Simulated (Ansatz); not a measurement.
# TiO2 (I4/m): the gap up the ladder of methods, part 2 of 2

Wanted: a ladder of band gaps for TiO2 (I4/m), from density functionals to G0W0.

Ansatz 0.2.0; density functionals, hybrids and G0W0, plane waves, PAW. Known limits of the many-body steps: finite bands, screening cutoff and k mesh; no spin-orbit coupling in G0W0.

So far. Step 4 (HSE06 on the 4×4×4 mesh): Over mesh and listed points the gap is 3.025 eV, from k = (-0.500, 0.500, 0.500) to k = Γ. The least direct gap found is 3.782 eV, at k = Γ. HSE06 against LDA: 3.025 − 1.527 = +1.498 eV. The runs also differ in mesh (6×6×6 and 4×4×4), so how much of this comes from the functional alone is not known. Step 5 (PBE0 on the 4×4×4 mesh): Over mesh and listed points the gap is 3.767 eV, from k = (-0.500, 0.500, 0.500) to k = Γ. The least direct gap found is 4.529 eV, at k = Γ.

In doubt: masses and optical values from hybrid runs of this build are listed as unsure (step 7), which bears on the screening that GW takes from such a start.

**6. G0W0@LDA, 4×4×4 mesh, 783 empty bands, screening to 180 eV, PAW set soft_1 files**

G0W0 replaces the xc potential by a self-energy built once from the orbitals of the start. Levels are corrected in the window of bands that the input names, at points of the mesh.

This step: G0W0 on LDA, plane waves, PAW; PAW set soft_1.

The input, input.yaml:

```yaml
crystal:
  lattice:
    - [-4.3507577183, 4.3507577183, 1.8875555959]
    - [4.3507577183, -4.3507577183, 1.8875555959]
    - [4.3507577183, 4.3507577183, -1.8875555959]
  atoms:
    - { symbol: Ti, position: [0.2922817, 0.00285525, 0.29513695] }
    - { symbol: Ti, position: [0.00285525, 0.7077183, 0.71057354] }
    - { symbol: Ti, position: [0.99714475, 0.2922817, 0.28942646] }
    - { symbol: Ti, position: [0.7077183, 0.99714475, 0.70486305] }
    - { symbol: O, position: [0.49886382, 0.15078472, 0.64964854] }
    - { symbol: O, position: [0.16166201, 0.8403974, 0.00205942] }
    - { symbol: O, position: [0.15078471, 0.50113618, 0.65192089] }
    - { symbol: O, position: [0.15960259, 0.16166201, 0.32126461] }
    - { symbol: O, position: [0.8403974, 0.83833799, 0.67873539] }
    - { symbol: O, position: [0.84921528, 0.49886382, 0.34807911] }
    - { symbol: O, position: [0.83833799, 0.15960259, 0.99794058] }
    - { symbol: O, position: [0.50113618, 0.84921529, 0.35035146] }
kpoints:
  mp_grid: { grid: [4, 4, 4] }
hamiltonian:
  xc: lda
  pseudopotentials: { kind: paw, azcp: { folder: soft_1 }, xc_functional: pbe }
scf:
  occupations: { method: fixed }
gw:
  n_empty_bands: 783
  ecut_chi: 180.0
  qp_bands: [v4, c4]
  qp_kpoints: band_edges
  screening: { model: contour_deformation }
```

Launch:

```sh
> ansatz run input.yaml --threads 3 --pin off --max-ram 92160MiB --backend cuda --events-out ev --progress --plain --runs-dir out --devices 1 --max-vram 13GiB
```

Numbers of over 12 decimals in the logs are rounded to 6 here.

The program printed:

```text
GPUs: using 1 of 1 available (devices: 1).
[...]
GPU FFT provider: cuFFT
GPU libraries: cuBLAS 13.8.2, cuFFT 12.4.0, cuSOLVER 12.3.4
Crystal: 12 atoms, lattice volume = 142.919 Å³
Basis set: ecut = 420 eV, 2795 PW (Γ)
Bands: 60, of which v1, the nominal top of the filled ones, is band 48 counted from 1 (47 counted from 0)
Symmetry: 8 space group operations
[...]
k-points: 14 of 64
[...]
0    52      9.4066   -14.1387    -7.2790   -22.8960  0.7102    10.9411    10.8850  root
[...]
13    49      9.1695   -13.2723    -7.3398   -22.0760  0.7141    10.6879    10.6334  root
    13    50      9.1695   -13.2723    -7.3398   -22.0760  0.7141    10.6879    10.6334  root
    13    51      9.2207   -13.7300    -6.5507   -21.6540  0.7224    10.6368    10.5939  root
    13    52      9.4164   -13.6432    -7.7903   -22.9470  0.7044    10.9947    10.9299  root
[key lines of the parts left out:]
SCF converged after 11 iterations
Free energy (F): -14260.244539 eV
Fermi energy:    6.372895 eV
```

Elapsed: 1.9 min, on 1 × NVIDIA H100 80GB HBM3 (shared by 6 runs) with 3 threads of AMD EPYC 7R13 (Zen 3), shared host; peak memory 3.1 GiB.

Numbers from this step:

```yaml
bands_summed: 831
rpa_eps_infinity_on_this_mesh_eigenvalues: 6.123, 6.123, 6.186
plane_waves_in_the_screening_matrix: 797
g0w0_gap_over_the_corrected_points: 3.260 eV
k_of_the_valence_top: -0.5, -0.5, -0.5
k_of_the_conduction_bottom: 0, 0, 0
starting_gap_on_the_mesh: 1.526 eV
z_at_the_valence_top: 0.7111
z_at_the_conduction_bottom: 0.7402
least_direct_g0w0_gap_over_the_corrected_points: 4.017 eV
```

Over all 14 irreducible mesh points the G0W0 gap is 3.260 eV, from k = (-0.500, -0.500, -0.500) to k = Γ. The LDA gap of this run on the mesh is 1.526 eV. The two states that bound the G0W0 gap lie that far apart at the start, so the correction of the gap is 3.260 − 1.526 = +1.734 eV.

**7. G0W0@HSE06, 4×4×4 mesh, 364 empty bands, screening to 108 eV, PAW set soft_1 files**

This step: G0W0 on HSE06, plane waves, PAW; PAW set soft_1.

Edit input.yaml of step 6 so:

```diff
@@ -21,4 +21,4 @@
 hamiltonian:
-  xc: lda
-  pseudopotentials: { kind: paw, azcp: { folder: soft_1 }, xc_functional: pbe }
+  xc: hse06
+  pseudopotentials: { kind: paw, azcp: { folder: soft_1 } }
 scf:
@@ -26,4 +26,4 @@
 gw:
-  n_empty_bands: 783
-  ecut_chi: 180.0
+  n_empty_bands: 364
+  ecut_chi: 108
   qp_bands: [v4, c4]
```

The program printed:

```text
GPUs: using 1 of 1 available (devices: 1).
[...]
GPU FFT provider: cuFFT
GPU libraries: cuBLAS 13.8.2, cuFFT 12.4.0, cuSOLVER 12.3.4
Crystal: 12 atoms, lattice volume = 142.919 Å³
Basis set: ecut = 420 eV, 2795 PW (Γ)
Bands: 60, of which v1, the nominal top of the filled ones, is band 48 counted from 1 (47 counted from 0)
Symmetry: 8 space group operations
[...]
k-points: 14 of 64
[...]
0    51     10.3526   -13.4049    -6.0346   -20.2768  0.7617    11.1996    11.1898  root
     0    52     10.4161   -13.5413    -6.3782   -20.8066  0.7581    11.3144    11.3031  root
[...]
13    49     10.1894   -13.0841    -5.7805   -19.7011  0.7693    11.0351    11.0260  root
    13    50     10.2273   -12.7311    -6.4157   -19.9714  0.7608    11.0616    11.0519  root
    13    51     10.2273   -12.7311    -6.4157   -19.9714  0.7608    11.0616    11.0519  root
    13    52     10.5020   -13.1351    -6.7604   -20.7500  0.7526    11.3677    11.3565  root
[key lines of the parts left out:]
Free energy (F): -14551.403208 eV
Fermi energy:    5.811285 eV
```

The job ended after 95 s (1 × NVIDIA H100 80GB HBM3 (shared by 6 runs) with 3 threads; peak memory 2.6 GiB; 2.5 min of CPU time).

This step gave:

| Property | Result |
| --- | --- |
| bands summed | 412 |
| RPA ε∞ on this mesh (eigenvalues) | 4.261, 4.450, 4.450 |
| plane waves in the screening matrix | 371 |
| G0W0 gap over the corrected points | 3.429 eV |
| k of the valence top | -0.5, -0.5, -0.5 |
| k of the conduction bottom | 0, 0, 0 |
| starting gap on the mesh | 3.025 eV |
| Z at the valence top | 0.7614 |
| Z at the conduction bottom | 0.7824 |
| least direct G0W0 gap over the corrected points | 4.255 eV |

Over 13 of 14 irreducible mesh points the G0W0 gap is 3.429 eV, from k = (-0.500, -0.500, -0.500) to k = Γ. The HSE06 gap of this run on the mesh is 3.025 eV. The two states that bound the G0W0 gap lie that far apart at the start, so the correction of the gap is 3.429 − 3.025 = +0.404 eV. G0W0@HSE06 against G0W0@LDA with 412 bands (a further run, in the table below): 3.429 − 3.214 = +0.215 eV, with the same mesh, files and cutoffs, and both edges at the same k points.

**8. G0W0@r2SCAN, 4×4×4 mesh, 364 empty bands, screening to 108 eV, PAW set soft_1 files**

This step: G0W0 on r2SCAN, plane waves, PAW; PAW set soft_1.

Edit input.yaml of step 7 so:

```diff
@@ -21,3 +21,3 @@
 hamiltonian:
-  xc: hse06
+  xc: r2scan
   pseudopotentials: { kind: paw, azcp: { folder: soft_1 } }
```

The program printed:

```text
GPUs: using 1 of 1 available (devices: 1).
[...]
GPU FFT provider: cuFFT
GPU libraries: cuBLAS 13.8.2, cuFFT 12.4.0, cuSOLVER 12.3.4
Crystal: 12 atoms, lattice volume = 142.919 Å³
Basis set: ecut = 500 eV, 3623 PW (Γ), exchange–correlation on 192×192×192 points (64 copies of the dense FFT grid, shifted against one another)
Bands: 60, of which v1, the nominal top of the filled ones, is band 48 counted from 1 (47 counted from 0)
[...]
0    52      9.8353   -13.9906    -6.8592   -22.1965  0.7239    11.2212    11.1820  root
[...]
13    49      9.6422   -13.1945    -6.9172   -21.4072  0.7268    10.9735    10.9376  root
    13    50      9.6422   -13.1945    -6.9172   -21.4072  0.7268    10.9735    10.9376  root
    13    51      9.6899   -13.6286    -6.2146   -21.0929  0.7348    10.9702    10.9396  root
    13    52      9.8664   -13.5352    -7.3057   -22.1895  0.7181    11.2575    11.2150  root
[key lines of the parts left out:]
SCF converged after 10 iterations
Free energy (F): -14584.775261 eV
Fermi energy:    6.392312 eV
```

It took 63 s on 1 × NVIDIA H100 80GB HBM3 (shared by 6 runs) with 3 threads; peak memory 2.1 GiB; 1.8 min of CPU time.

Numbers from this step:

| Item | Value |
| --- | --- |
| bands summed | 412 |
| RPA ε∞ on this mesh (eigenvalues) | 5.313, 5.369, 5.369 |
| plane waves in the screening matrix | 371 |
| G0W0 gap over the corrected points | 3.130 eV |
| k of the valence top | -0.5, -0.5, -0.5 |
| k of the conduction bottom | 0, 0, 0 |
| starting gap on the mesh | 2.011 eV |
| Z at the valence top | 0.7295 |
| Z at the conduction bottom | 0.7509 |
| least direct G0W0 gap over the corrected points | 3.922 eV |

Over all 14 irreducible mesh points the G0W0 gap is 3.130 eV, from k = (-0.500, -0.500, -0.500) to k = Γ. The r2SCAN gap of this run on the mesh is 2.011 eV. The two states that bound the G0W0 gap lie that far apart at the start, so the correction of the gap is 3.130 − 2.011 = +1.119 eV. G0W0@r2SCAN against G0W0@HSE06 with 412 bands: 3.130 − 3.429 = −0.299 eV. The runs also differ in plane-wave cutoff (420 eV and 500 eV), so how much of this comes from the start alone is not known.

**9. All levels together**

Each gap is the least one over the points named; times are wall times on shared hosts, not benchmarks. A G0W0 time includes the run's own self-consistent start. Runs with listed points see these and the mesh alone, so an edge that moves elsewhere is missed. Rows marked * are further runs, not shown as steps, whose inputs differ from the G0W0 step on the same start in the columns given; solver thresholds can differ too. Symmetry makes (-0.500, 0.500, 0.500) and (-0.500, -0.500, -0.500) one point.

| level | mesh | files, cutoff | bands summed, screening | points | gap (eV) | valence top | conduction bottom | least direct gap (eV) | time |
| --- | --- | --- | --- | --- | --- | --- | --- | --- | --- |
| LDA | 6×6×6 | soft_1 PAW, 420 eV | - | mesh and path | 1.527 | (-0.500, 0.500, 0.500) | Γ | 2.234 | 16 s |
| r2SCAN | 6×6×6 | soft_1 PAW, 500 eV | - | mesh and listed points | 2.012 | (-0.500, 0.500, 0.500) | Γ | 2.724 | 9.1 s |
| HSE06 | 4×4×4 | soft_1 PAW, 420 eV | - | mesh and listed points | 3.025 | (-0.500, 0.500, 0.500) | Γ | 3.782 | 46 s |
| PBE0 | 4×4×4 | soft_1 PAW, 420 eV | - | mesh and listed points | 3.767 | (-0.500, 0.500, 0.500) | Γ | 4.529 | 47 s |
| G0W0@LDA* | 4×4×4 | soft_1 PAW, 420 eV | 176, 54 eV | all 14 irreducible mesh points | 3.385 | (-0.500, -0.500, -0.500) | Γ | 4.185 | 29 s |
| G0W0@LDA* | 4×4×4 | soft_1 PAW, 420 eV | 412, 108 eV | all 14 irreducible mesh points | 3.214 | (-0.500, -0.500, -0.500) | Γ | 3.991 | 45 s |
| G0W0@LDA | 4×4×4 | soft_1 PAW, 420 eV | 831, 180 eV | all 14 irreducible mesh points | 3.260 | (-0.500, -0.500, -0.500) | Γ | 4.017 | 1.9 min |
| G0W0@HSE06 | 4×4×4 | soft_1 PAW, 420 eV | 412, 108 eV | 13 of 14 irreducible mesh points | 3.429 | (-0.500, -0.500, -0.500) | Γ | 4.255 | 95 s |
| G0W0@r2SCAN | 4×4×4 | soft_1 PAW, 500 eV | 412, 108 eV | all 14 irreducible mesh points | 3.130 | (-0.500, -0.500, -0.500) | Γ | 3.922 | 63 s |

**10. Results**

| Property | Result |
| --- | --- |
| LDA, over mesh and path | 1.527 eV |
| r2SCAN, over mesh and listed points | 2.012 eV |
| HSE06, over mesh and listed points | 3.025 eV |
| PBE0, over mesh and listed points | 3.767 eV |
| G0W0@LDA (831 bands, 4×4×4), over all 14 irreducible mesh points | 3.260 eV |
| G0W0@HSE06, over 13 of 14 irreducible mesh points | 3.429 eV |
| G0W0@r2SCAN, over all 14 irreducible mesh points | 3.130 eV |
| known limits | finite bands, screening cutoff and k mesh; no spin-orbit coupling in G0W0 |

**Reading.** The rows run from 1.527 eV (LDA) to 3.767 eV (PBE0). They differ in mesh, plane-wave cutoff, bands and screening cutoff of G0W0 and the points over which the gap was sought as well as in level, so only pairs that share these are like for like. PBE0 against HSE06: 3.767 − 3.025 = +0.742 eV, with the same mesh, files and cutoff, and both edges at the same k points. G0W0@HSE06 against G0W0@LDA with 412 bands: 3.429 − 3.214 = +0.215 eV, with the same mesh, files and cutoffs, and both edges at the same k points. G0W0@LDA (831 bands, 4×4×4) moves the gap of its own start on the mesh by 3.260 − 1.526 = +1.734 eV, between the same two levels. Both edges that LDA shows over mesh and path lie at k points where levels were corrected. Levels at other points were not corrected, so a lower G0W0 gap elsewhere in the zone is not ruled out. G0W0@HSE06 moves the gap of its own start on the mesh by 3.429 − 3.025 = +0.404 eV, between the same two levels. Both edges that HSE06 shows over mesh and listed points lie at k points where levels were corrected. Levels at other points were not corrected, so a lower G0W0 gap elsewhere in the zone is not ruled out. G0W0@r2SCAN moves the gap of its own start on the mesh by 3.130 − 2.011 = +1.119 eV, between the same two levels. Both edges that r2SCAN shows over mesh and listed points lie at k points where levels were corrected. Levels at other points were not corrected, so a lower G0W0 gap elsewhere in the zone is not ruled out. For G0W0@LDA: from 176 bands and 54 eV to 831 bands and 180 eV the gap moves by 3.260 − 3.385 = −0.125 eV (rung by rung 3.385, 3.214, 3.260 eV); bands and screening cutoff rise together, so their parts are not told apart. The gap turns back along the series (3.385, 3.214, 3.260 eV), so no line is drawn and the limit is not known. The other G0W0 rows are shown at one basis each (412 bands), so their distance from the limit is not known here. The G0W0 runs are scalar-relativistic. No pair of G0W0 runs that differ in the mesh alone is shown (4×4×4 is a supercell whose nearest images lie 15 Å apart), so the error from the mesh is not known here. G0W0@LDA runs of this series with other atomic data on the same mesh, not shown as steps, give 3.212 eV (hard PAW, 930 eV, 412 bands, screening to 108 eV; the table's row with the same empty bands and screening cutoff has 3.214 eV); where bands and cutoffs differ too, the part of the files is not isolated.

[Paths, hosts, dates, memory and timing lines, banners, echoed tables and standing remarks are left out of the program output.]

[Logs are printed without paths, hosts, clocks, repeated set-up lines and the standing remarks that a program may print on its own settings, such as how far it seeks lower states.]

[Runs of the session that timed out or met a known fault of the program may be left out.]

[Cells called generated may have been cut or substituted from an entry of the Crystallography Open Database or the Materials Project.]

[Hosts, paths, dates, database ids (printed as entryN), source tags and the programs' standing remarks are cut or masked in the printed files.]

[Where an RPA ε∞ is given, it is that of the G0W0 mesh and is not shown converged in it. Names of k-points follow the symmetry that the program found, which can be lower than the space group named. Band edges on a path are those of the sampled points; other points can move an edge, and change direct to indirect where valleys lie close.]

[Hybrid gaps are those of their k-mesh and are not shown converged in it.]
